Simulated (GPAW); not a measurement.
# Ni K edge of BaNi2P4 (I4/mmm): cell size and cost

How large a supercell does the Ni K edge of BaNi2P4 (I4/mmm) need, and what does it cost? The absorber has 4 P at 2.21 Å (distorted tetrahedral, site symmetry -4m2).

The runs were made apart and are set side by side; the one with the holes farthest apart serves as the reference. All curves get a further Gaussian of 1.5 eV full width, so that line shapes and meshes matter less.

**1. Cost and result by level**

| run | hole distance (Å) | k mesh | core time | raw zero (eV) | zero less the added terms (eV) | r.m.s. from the reference after the best shift (%) |
| --- | --- | --- | --- | --- | --- | --- |
| GPAW LDA, 7 atoms | 5.4 | 6×6×6 | 6.1 min | 8312.2 | 8312.2 | 2 |
| GPAW LDA, 21 atoms | 6.5 | 3×3×3 | 70 min | 8312.2 | 8312.2 | - |

Times are from shared hosts. The zero: total-energy differences, nothing else added; LDA puts this hole about 18 eV below PBE, itself good to a few eV.

| E (eV) | GPAW LDA, 7 atoms | GPAW LDA, 21 atoms |
| --- | --- | --- |
| -2.00 | 0.00 | 0.00 |
| -1.25 | 0.03 | 0.03 |
| -0.50 | 0.09 | 0.09 |
| 0.25 | 0.18 | 0.18 |
| 1.00 | 0.27 | 0.26 |
| 1.75 | 0.37 | 0.36 |
| 2.50 | 0.52 | 0.50 |
| 3.25 | 0.67 | 0.65 |
| 4.00 | 0.75 | 0.73 |
| 4.75 | 0.81 | 0.81 |
| 5.50 | 0.91 | 0.92 |
| 6.25 | 1.04 | 1.06 |
| 7.00 | 1.15 | 1.16 |
| 7.75 | 1.18 | 1.17 |
| 8.50 | 1.18 | 1.15 |
| 9.25 | 1.20 | 1.20 |
| 10.00 | 1.24 | 1.27 |
| 10.75 | 1.27 | 1.31 |
| 11.50 | 1.26 | 1.29 |
| 12.25 | 1.23 | 1.22 |
| 13.00 | 1.17 | 1.14 |
| 13.75 | 1.09 | 1.08 |
| 14.50 | 1.04 | 1.06 |
| 15.25 | 1.04 | 1.08 |
| 16.00 | 1.10 | 1.13 |
| 16.75 | 1.17 | 1.19 |
| 17.50 | 1.23 | 1.22 |
| 18.25 | 1.26 | 1.23 |
| 19.00 | 1.27 | 1.24 |
| 19.75 | 1.26 | 1.25 |
| 20.50 | 1.25 | 1.28 |
| 21.25 | 1.25 | 1.30 |
| 22.00 | 1.24 | 1.29 |
| 22.75 | 1.23 | 1.25 |
| 23.50 | 1.20 | 1.19 |
| 24.25 | 1.18 | 1.15 |
| 25.00 | 1.16 | 1.14 |
| 25.75 | 1.17 | 1.16 |
| 26.50 | 1.19 | 1.21 |
| 27.25 | 1.23 | 1.26 |
| 28.00 | 1.26 | 1.29 |
| 28.75 | 1.28 | 1.30 |
| 29.50 | 1.27 | 1.28 |
| 30.25 | 1.26 | 1.25 |
| 31.00 | 1.23 | 1.22 |
| 31.75 | 1.22 | 1.20 |

**2. Reading**

The smallest cell differs from the reference by 2 % r.m.s. after a shift of 0.0 eV at 0.088 of its cost, so it already gives the shape. Its highest intensity below 24 eV lies at 11.0 eV against 10.8 eV. Whether the reference itself is converged wasn't tested.

The hole lies in one spin channel, while the script sums the empty states of both and takes the lower zero; where the two channels are split, this blurs and shifts the curve. Quadrupole 1s→3d transitions, which feed the pre-edge, are not in the dipole spectrum. The starting moments shrank to 0.00 μB or less, so this is hardly a magnetic state. Lifetime broadening is put in by hand, and intensities beyond about 20 eV depend on it. Meshes are coarse enough for small ripples in BaNi2P4 (I4/mmm). Some cells keep the holes under 6.5 Å apart, so shapes are probably not fully converged. The structures are entries of the Materials Project (computed), used as given.

[Hosts, paths, dates, database ids (printed as entryN), source tags and the programs' standing remarks are cut or masked in the printed files.]
